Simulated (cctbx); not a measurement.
## A disordered crystal of nominal Nd10Co3Rh

Cell a = 9.7230 Å, b = 9.7230 Å, c = 9.6990 Å, α = 90.00°, β = 90.00°, γ = 120.00°; space group P6_3/mmc (no. 194); nominal formula Nd10Co3Rh.

Simulated single-crystal data (cctbx): Ga Kα, λ = 1.3414 Å, to d = 0.83 Å, 95 % of the full sphere, strongest reflection 40000 counts, noise from counting, a 1.5 % proportional error and a noise floor of 15 counts (s.d.); no absorption.

With every site full:

```text
Rint 0.023, 308 unique reflections to 0.83 A
cycle     R1     wR2    GooF  max shift (A)
   1  0.0492  0.0950   9.292   0.00053
   2  0.0155  0.0302   2.956   0.00000
final R1 0.0155 wR2 0.0302 GooF 2.956  parameters 18  data/parameter 17.1
atom        x        y        z      Ueq    occ   su(xyz)  su(Uiso or U11)
Nd1    0.00000  0.00000  0.00000   0.0201  1.000  0.00000  0.0004
Nd2    0.54020  0.45980  0.75000   0.0132  1.000  0.00004  0.0002
Nd3    0.78968  0.21032  0.04842   0.0160  1.000  0.00004  0.0002
Rh1    0.33333  0.66667  0.75000   0.0159  1.000  0.00000  0.0005
Co1    0.88523  0.11477  0.75000   0.0174  1.000  0.00010  0.0006
difference map: max 1.30 min -3.65 rms 0.23
Q1    0.3333  0.6667  0.7500    2    1.30  0.00 A from Rh1
Q2    0.2147  0.4293  0.5834   12    0.66  0.35 A from Nd3
Q3    0.1377  0.2754  0.2031   12    0.60  0.60 A from Co1
Q4    0.0000  0.0000  0.2070    4    0.59  1.98 A from Co1
Q5    0.2213  0.4425  0.0009   12    0.56  0.51 A from Nd3
Q6    0.1934  0.5305  0.5559   24    0.55  1.16 A from Nd3
```

With the occupancies of the suspect sites free, each still typed as its main element:

```text
Rint 0.023, 308 unique reflections to 0.83 A
cycle     R1     wR2    GooF  max shift (A)
   1  0.0438  0.0831   8.142   0.00036
  11  0.0065  0.0104   1.019   0.00002
final R1 0.0065 wR2 0.0104 GooF 1.015  parameters 19  data/parameter 16.2
atom        x        y        z      Ueq    occ   su(xyz)  su(Uiso or U11)
Nd1    0.00000  0.00000  0.00000   0.0147  0.903  0.00000  0.0002
Nd2    0.54020  0.45980  0.75000   0.0137  1.000  0.00001  0.0001
Nd3    0.78968  0.21032  0.04843   0.0164  1.000  0.00002  0.0001
Rh1    0.33333  0.66667  0.75000   0.0162  1.000  0.00000  0.0002
Co1    0.88513  0.11487  0.75000   0.0179  1.000  0.00003  0.0002
su of occupancy Nd1: 0.002
difference map: max 0.86 min -0.81 rms 0.13
Q1    0.3333  0.6667  0.7500    2    0.86  0.00 A from Rh1
Q2    0.0000  0.0000  0.2101    4    0.56  1.97 A from Co1
Q3    0.1663  0.5832  0.7500    6    0.50  1.41 A from Rh1
Q4    0.2586  0.5172  0.7500    6    0.49  1.26 A from Rh1
Q5    0.1970  0.5324  0.5537   24    0.47  1.16 A from Nd3
Q6    0.1323  0.3948  0.2500   12    0.47  1.53 A from Co1
```

**Question.** What is the disorder?

X-rays count electrons. Nd1 refines to 0.903(0.002), or 54.2 electrons; the site truly holds 0.9 Nd, 54.0 electrons, which is 0.900 of Nd. A value under 1 can't tell vacancies from a lighter guest, and one over 1 needs a heavier guest; chemistry or a second radiation must settle which. Occupancy correlates with U and the scale, so the match is approximate.

Freeing them takes R1 from 0.0155 to 0.0065 and GooF from 2.96 to 1.01.

The model was made for the exercise: a known structure type with other elements put in, its volume estimated, not relaxed; displacement parameters are assumed.

[Middle refinement cycles are left out of these outputs.]

[Logs are printed without paths, hosts, clocks, repeated set-up lines and the standing remarks that a program may print on its own settings, such as how far it seeks lower states.]
